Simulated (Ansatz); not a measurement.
In doubt: one-shot GW on d or f shells is unsure (in some of the runs), so the values of those runs are not to be relied on.

System: KBaCeBiO6 (F-43m).

```
K Ba Ce Bi O
1.0
     0.00000    4.36398    4.36398
     4.36398    0.00000    4.36398
     4.36398    4.36398    0.00000
K Ba Ce Bi O
1 1 1 1 6
Direct
  0.75000 0.75000 0.75000
  0.25000 0.25000 0.25000
  0.50000 0.50000 0.50000
  0.00000 0.00000 0.00000
  0.75466 0.24534 0.24534
  0.24534 0.75466 0.75466
  0.75466 0.75466 0.24534
  0.24534 0.24534 0.75466
  0.24534 0.75466 0.24534
  0.75466 0.24534 0.75466
```

The cell and positions are those that the Materials Project relaxed with its own functionals (PBE, PBE+U or r2SCAN), kept fixed. At the settings of the band run the largest force is still 0.13 eV/Å. Spin-orbit coupling is left out unless a run names it.

Gaps computed with Ansatz 0.2.0 without a self-energy: PBEsol 1.53 eV, PBE 1.58 eV, PBE0 3.62 eV and DDH-PBE0 2.98 eV.

Question: Estimate the G0W0@PBE gap with 4×4×4 mesh, 911 empty bands, screening to 180 eV, PAW set soft_1 files.

About 2.69 eV: on its mesh the run moves the gap from 1.58 eV by +1.11 eV. Among the scalar-relativistic levels given, DDH-PBE0 is nearest (+0.29 eV). Bands and cutoff are finite, so the gap is not at the basis limit. The miss can reach some tenths of an eV and take either sign; the mesh is an error of its own. Empty 4f levels lie among the conduction bands. Their place in the start is unsure; it enters the screening, and the edge itself where they lie low. The runs have no spin polarisation. For a closed low-spin shell that is the natural state; where a d or f shell is open it is a constraint, and the gap is then not the crystal's own. The compound holds f electrons or empty f levels, where one-shot G0W0 is unsure. The many-body steps are scalar-relativistic: spin-orbit coupling is not in them.

[Paths, hosts, dates, memory and timing lines, banners, echoed tables and standing remarks are left out of the program output.]

[Logs are printed without paths, hosts, clocks, repeated set-up lines and the standing remarks that a program may print on its own settings, such as how far it seeks lower states.]

[Runs of the session that timed out or met a known fault of the program may be left out.]

[Cells called generated may have been cut or substituted from an entry of the Crystallography Open Database or the Materials Project.]

[Hosts, paths, dates, database ids (printed as entryN), source tags and the programs' standing remarks are cut or masked in the printed files.]
